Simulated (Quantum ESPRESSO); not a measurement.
# Magnetic state of MnPSe3 from several starts, part 2 of 2

Aim: find out which collinear order of MnPSe3 costs least.

Quantum ESPRESSO 7.5; PBEsol with U = 4 eV on Mn d (ortho-atomic projectors); plane waves with GBRV 1.5 PBEsol potentials, no spin-orbit coupling.

So far, absolute magnetization (μB): step 2 (start 1: ferro ++) 10.0.

### 3. Run 2, typed as antiferro +−

pw.in

```
&CONTROL
  calculation = 'scf'
  prefix = 'pwscf'
  outdir = './tmp'
  pseudo_dir = './pseudo'
  disk_io = 'nowf'
/
&SYSTEM
  ibrav = 0
  celldm(1) = 8
  nat = 10
  ntyp = 4
  ecutwfc = 40
  ecutrho = 280
  nbnd = 51
  occupations = 'smearing'
  smearing = 'fd'
  degauss = 0.00367493
  nspin = 2
  starting_magnetization(1) = 0.3
  starting_magnetization(2) = -0.3
  starting_magnetization(3) = 0
  starting_magnetization(4) = 0
/
&ELECTRONS
  conv_thr = 2d-08
  electron_maxstep = 150
  mixing_beta = 0.3
/
ATOMIC_SPECIES
Mn1    54.9380 mn_pbesol_v1.5.uspp.F.UPF
Mn2    54.9380 mn_pbesol_v1.5.uspp.F.UPF
P      30.9738 p_pbesol_v1.5.uspp.F.UPF
Se     78.9710 se_pbesol_v1.uspp.F.UPF
CELL_PARAMETERS alat
   0.7558385856790    0.4363836109003    1.6311873965189
  -0.7558385856790    0.4363836109003    1.6311873965189
   0.0000000000000   -0.8727672218006    1.6311873965189
ATOMIC_POSITIONS crystal
Mn1     0.8323828600    0.8323828600    0.8323828600
Mn2     0.1676171400    0.1676171400    0.1676171400
P       0.5535793900    0.5535793900    0.5535793900
P       0.4464206100    0.4464206100    0.4464206100
Se      0.4151439300    0.7494138000    0.0889330100
Se      0.0889330100    0.4151439300    0.7494138000
Se      0.7494138000    0.0889330100    0.4151439300
Se      0.5848560700    0.2505862000    0.9110669900
Se      0.9110669900    0.5848560700    0.2505862000
Se      0.2505862000    0.9110669900    0.5848560700
K_POINTS automatic
4 4 4 0 0 0
HUBBARD {ortho-atomic}
U Mn1-3d 4.0000
U Mn2-3d 4.0000
```

Launch:

```sh
$ OMP_NUM_THREADS=1 mpirun -n 4 pw.x -nk 4 -in pw.in > pw.out
```

What it wrote:

```text
[banner, memory and clock lines left out]
Program PWSCF v.7.5 starts

     Message from routine setup:
     using ibrav=0 with symmetry is DISCOURAGED, use correct ibrav instead

     bravais-lattice index     =            0
     lattice parameter (alat)  =       8.0000  a.u.
     unit-cell volume          =    1652.8086 (a.u.)^3
     number of atoms/cell      =           10
     number of atomic types    =            4
     number of electrons       =        76.00
     number of Kohn-Sham states=           51
     kinetic-energy cutoff     =      40.0000  Ry
     charge density cutoff     =     280.0000  Ry
     scf convergence threshold =      2.0E-08
     mixing beta               =       0.3000
     number of iterations used =            8  plain     mixing
     Exchange-correlation= SLA  PW   PSX  PSC
                           (   1   4  10   8   0   0   0)
     Hubbard projectors: ortho-atomic
     Hubbard parameters of DFT+U (Dudarev formulation) in eV:
     U(Mn1-3d) =  4.0000
     U(Mn2-3d) =  4.0000

     Internal variables: lda_plus_u =T, lda_plus_u_kind = 0

     Internal variables: orbital_resolved =F, hub_pot_fix =F, apply_U = F

     celldm(1)=   8.000000  celldm(2)=   0.000000  celldm(3)=   0.000000
     celldm(4)=   0.000000  celldm(5)=   0.000000  celldm(6)=   0.000000

     crystal axes: (cart. coord. in units of alat)
               a(1) = (   0.755839   0.436384   1.631187 )
               a(2) = (  -0.755839   0.436384   1.631187 )
               a(3) = (   0.000000  -0.872767   1.631187 )

     reciprocal axes: (cart. coord. in units 2 pi/alat)
               b(1) = (  0.661517  0.381927  0.204350 )
               b(2) = ( -0.661517  0.381927  0.204350 )
               b(3) = (  0.000000 -0.763854  0.204350 )

     PseudoPot. # 1 for Mn read from file:
     mn_pbesol_v1.5.uspp.F.UPF
     Pseudo is Ultrasoft + core correction, Zval = 15.0

     PseudoPot. # 2 for Mn read from file:
     mn_pbesol_v1.5.uspp.F.UPF
     Pseudo is Ultrasoft + core correction, Zval = 15.0

     PseudoPot. # 3 for P  read from file:
     p_pbesol_v1.5.uspp.F.UPF
     Pseudo is Ultrasoft + core correction, Zval =  5.0

     PseudoPot. # 4 for Se read from file:
     se_pbesol_v1.uspp.F.UPF
     Pseudo is Ultrasoft + core correction, Zval =  6.0

     atomic species   valence    mass     pseudopotential
     Mn1              15.00    54.93800     Mn( 1.00)
     Mn2              15.00    54.93800     Mn( 1.00)
     P                 5.00    30.97380     P ( 1.00)
     Se                6.00    78.97100     Se( 1.00)

     Starting magnetic structure
     atomic species   magnetization
     Mn1             0.300
     Mn2            -0.300
     P               0.000
     Se              0.000

      3 Sym. Ops. (no inversion) found

   Cartesian axes

     site n.     atom                  positions (alat units)
         1        Mn1    tau(   1) = (  -0.0000000  -0.0000000   4.0733173  )
         2        Mn2    tau(   2) = (   0.0000000   0.0000000   0.8202449  )
         3        P      tau(   3) = (  -0.0000000  -0.0000000   2.7089752  )
         4        P      tau(   4) = (   0.0000000   0.0000000   2.1845870  )
         5        Se     tau(   5) = (  -0.2526541   0.4305761   2.0446783  )
         6        Se     tau(   6) = (  -0.2465628  -0.4340929   2.0446783  )
         7        Se     tau(   7) = (   0.4992169   0.0035168   2.0446783  )
         8        Se     tau(   8) = (   0.2526541  -0.4305761   2.8488839  )
         9        Se     tau(   9) = (   0.2465628   0.4340929   2.8488839  )
        10        Se     tau(  10) = (  -0.4992169  -0.0035168   2.8488839  )

     number of k points=    14  Fermi-Dirac smearing, width (Ry)=  0.0037
                       cart. coord. in units 2pi/alat
        k(    1) = (   0.0000000   0.0000000   0.0000000), wk =   0.0156250
        k(    2) = (   0.0000000  -0.1909635   0.0510875), wk =   0.0937500
        k(    3) = (   0.0000000   0.3819270  -0.1021751), wk =   0.0468750
        k(    4) = (  -0.1653792  -0.0954817   0.1021751), wk =   0.0937500
        k(    5) = (  -0.1653792   0.4774087  -0.0510875), wk =   0.0937500
        [... 9 further k-points ...]

     Dense  grid:   130893 G-vectors     FFT dimensions: (  80,  80,  80)

     Smooth grid:    56513 G-vectors     FFT dimensions: (  60,  60,  60)

     Check: negative core charge=   -0.000012
     Generating pointlists ...
     new r_m :   0.2665 (alat units)  2.1318 (a.u.) for type    1
     new r_m :   0.2665 (alat units)  2.1318 (a.u.) for type    2
     new r_m :   0.2139 (alat units)  1.7109 (a.u.) for type    3
     new r_m :   0.2139 (alat units)  1.7109 (a.u.) for type    4

     Initial potential from superposition of free atoms

     starting charge      74.9991, renormalised to      76.0000

     STARTING HUBBARD OCCUPATIONS:

     =================== HUBBARD OCCUPATIONS ===================
     ------------------------ ATOM    1 ------------------------
     Tr[ns(  1)] (up, down, total) =   5.00000  0.00000  5.00000
     Atomic magnetic moment for atom   1 =   5.00000
     [... lines left out ...]
     ------------------------ ATOM    2 ------------------------
     Tr[ns(  2)] (up, down, total) =   0.00000  5.00000  5.00000
     Atomic magnetic moment for atom   2 =  -5.00000
     [... lines left out ...]
     Number of occupied Hubbard levels =   10.0000

     Atomic wfc used for Hubbard projectors are orthogonalized

     Starting wfcs are   58 randomized atomic wfcs

     Self-consistent Calculation

     iteration #  1     ecut=    40.00 Ry     beta= 0.30
     Davidson diagonalization with overlap
     ethr =  1.00E-02,  avg # of iterations =  3.1

     =================== HUBBARD OCCUPATIONS ===================
     ------------------------ ATOM    1 ------------------------
     Tr[ns(  1)] (up, down, total) =   4.94987  0.22762  5.17749
     Atomic magnetic moment for atom   1 =   4.72226
     [... lines left out ...]
     ------------------------ ATOM    2 ------------------------
     Tr[ns(  2)] (up, down, total) =   0.22761  4.94987  5.17749
     Atomic magnetic moment for atom   2 =  -4.72226
     [... lines left out ...]
     Number of occupied Hubbard levels =   10.3550

     Threshold (ethr) on eigenvalues was too large:
     Diagonalizing with lowered threshold

     Davidson diagonalization with overlap
     ethr =  4.97E-04,  avg # of iterations =  2.2

     total energy              =    -712.92049568 Ry
     estimated scf accuracy    <       0.38549639 Ry

     total magnetization       =    -0.00 Bohr mag/cell
     absolute magnetization    =     9.63 Bohr mag/cell

     iteration #  2     ecut=    40.00 Ry     beta= 0.30
     Davidson diagonalization with overlap
     ethr =  5.07E-04,  avg # of iterations =  3.1

     total energy              =    -712.96793613 Ry
     estimated scf accuracy    <       0.07724393 Ry

     total magnetization       =     0.00 Bohr mag/cell
     absolute magnetization    =     9.59 Bohr mag/cell

     [... further iterations left out ...]

     iteration # 10     ecut=    40.00 Ry     beta= 0.30
     Davidson diagonalization with overlap
     ethr =  1.56E-10,  avg # of iterations =  5.8

     negative rho (up, down):  1.818E-04 1.818E-04

     total energy              =    -712.98259290 Ry
     estimated scf accuracy    <       0.00000006 Ry

     total magnetization       =     0.00 Bohr mag/cell
     absolute magnetization    =     9.68 Bohr mag/cell

     iteration # 11     ecut=    40.00 Ry     beta= 0.30
     Davidson diagonalization with overlap
     ethr =  7.32E-11,  avg # of iterations =  2.1

     negative rho (up, down):  1.814E-04 1.814E-04

     Magnetic moment per site  (integrated on atomic sphere of radius R)
     atom   1 (R=0.266)  charge= 13.3314  magn=  4.4927
     atom   2 (R=0.266)  charge= 13.3314  magn= -4.4927
     atom   3 (R=0.214)  charge=  2.4235  magn= -0.0002
     atom   4 (R=0.214)  charge=  2.4235  magn=  0.0002
     atom   5 (R=0.214)  charge=  2.8548  magn= -0.0003
     atom   6 (R=0.214)  charge=  2.8548  magn= -0.0003
     atom   7 (R=0.214)  charge=  2.8548  magn= -0.0003
     atom   8 (R=0.214)  charge=  2.8548  magn=  0.0003
     atom   9 (R=0.214)  charge=  2.8548  magn=  0.0003
     atom  10 (R=0.214)  charge=  2.8548  magn=  0.0003

     End of self-consistent calculation

     =================== HUBBARD OCCUPATIONS ===================
     ------------------------ ATOM    1 ------------------------
     Tr[ns(  1)] (up, down, total) =   4.96964  0.29565  5.26529
     Atomic magnetic moment for atom   1 =   4.67398
     [... lines left out ...]
     ------------------------ ATOM    2 ------------------------
     Tr[ns(  2)] (up, down, total) =   0.29565  4.96964  5.26529
     Atomic magnetic moment for atom   2 =  -4.67399
     [... lines left out ...]
     Number of occupied Hubbard levels =   10.5306

     [... lines left out ...]
     the Fermi energy is     6.2628 ev

!    total energy              =    -712.98259296 Ry
     estimated scf accuracy    <          3.0E-09 Ry
     smearing contrib. (-TS)   =      -0.00000000 Ry
     internal energy E=F+TS    =    -712.98259296 Ry

     The total energy is F=E-TS. E is the sum of the following terms:
     one-electron contribution =    -419.03678631 Ry
     hartree contribution      =     234.73259172 Ry
     xc contribution           =    -241.13017047 Ry
     ewald contribution        =    -287.63543628 Ry
     Hubbard energy            =       0.08720838 Ry

     total magnetization       =     0.00 Bohr mag/cell
     absolute magnetization    =     9.68 Bohr mag/cell

     convergence has been achieved in  11 iterations
```

Elapsed: 96 s, on 4 MPI ranks of Arm Neoverse V2, shared host; peak memory 1.3 GiB.

Spin moment in the atom's sphere by atom:

| atom | spin moment in the atom's sphere (μB) |
| --- | --- |
| Mn1 | 4.49 |
| Mn2 | -4.49 |
| P3 | 0.00 |
| P4 | 0.00 |
| Se5 | 0.00 |
| Se6 | 0.00 |
| Se7 | 0.00 |
| Se8 | 0.00 |
| Se9 | 0.00 |
| Se10 | 0.00 |

Read from the output:

* smearing term TS: 3.24e-9 eV
* magnetization: 0 μB
* absolute magnetization: 9.684 μB
* final state: antiferromagnetic

### 4. Energies of the orders

An order is kept where moments of 0.15 μB or more survive with the typed signs; meshes match where a doubled cell samples the same k points as the first cell.

Orders:

| start | final state | typed order kept | energy over the lowest (meV a seeded atom) | largest site moment (μB) | net moment (μB a cell of the first run) | mesh matched | CPU time (s) |
| --- | --- | --- | --- | --- | --- | --- | --- |
| ferro ++ | ferromagnetic | yes | 24.65 | 4.514 | 10 | yes | 397.7 |
| antiferro +- | antiferromagnetic | yes | 0 | 4.493 | 0 | yes | 383.2 |

### 5. Occupations of the corrected shells in the lowest state

Occupations of the Hubbard shells:

| block | type | shell | spin | electrons | occupation numbers |
| --- | --- | --- | --- | --- | --- |
| 1 | Mn1 | 3d | up | 4.97 | 0.993 0.993 0.994 0.994 0.996 |
| 1 | Mn1 | 3d | down | 0.2957 | 0.018 0.018 0.023 0.118 0.118 |
| 2 | Mn2 | 3d | up | 0.2956 | 0.018 0.018 0.023 0.118 0.118 |
| 2 | Mn2 | 3d | down | 4.97 | 0.993 0.993 0.994 0.994 0.996 |

### 6. What came out

```yaml
lowest_state_found: antiferromagnetic (from antiferro +-)
largest_site_moment: 4.49 μB
next_state_with_moments: ferromagnetic, 24.7 meV a seeded atom higher
```

**Reading.** Only these 2 starts were compared; other wavevectors, canted and longer-period orders were not. A computed site moment is spin alone and hangs on the region that is counted: the program's spheres do not touch and miss the tail of the moment. Measured moments hold any orbital part as well, and belong to the order of the sample, which need not be the order of this run.

Computed beside measured:

| quantity | measured | in the sphere | projected shell |
| --- | --- | --- | --- |
| moment (Mn) (μB) | 4.666 | 4.49 (-3.7 %) | 4.67 (+0.2 %) |

Measured values from arxiv:2404.02328 (2024).

Verdict: For the moment, of the levels listed nearest comes projected shell (+0.2 %) and farthest in the sphere (-3.7 %). No cell relaxation is part of this session.

[Logs and program files are shortened in this print: banners, set-up blocks, solver, clock and traceback lines can be left out without a mark of their own.]

[Logs are printed without paths, hosts, clocks, repeated set-up lines and the standing remarks that a program may print on its own settings, such as how far it seeks lower states.]

[Hosts, paths, dates, database ids (printed as entryN), source tags and the programs' standing remarks are cut or masked in the printed files.]

[Where a cell is said to come from a database of computed structures, the database is the Materials Project.]
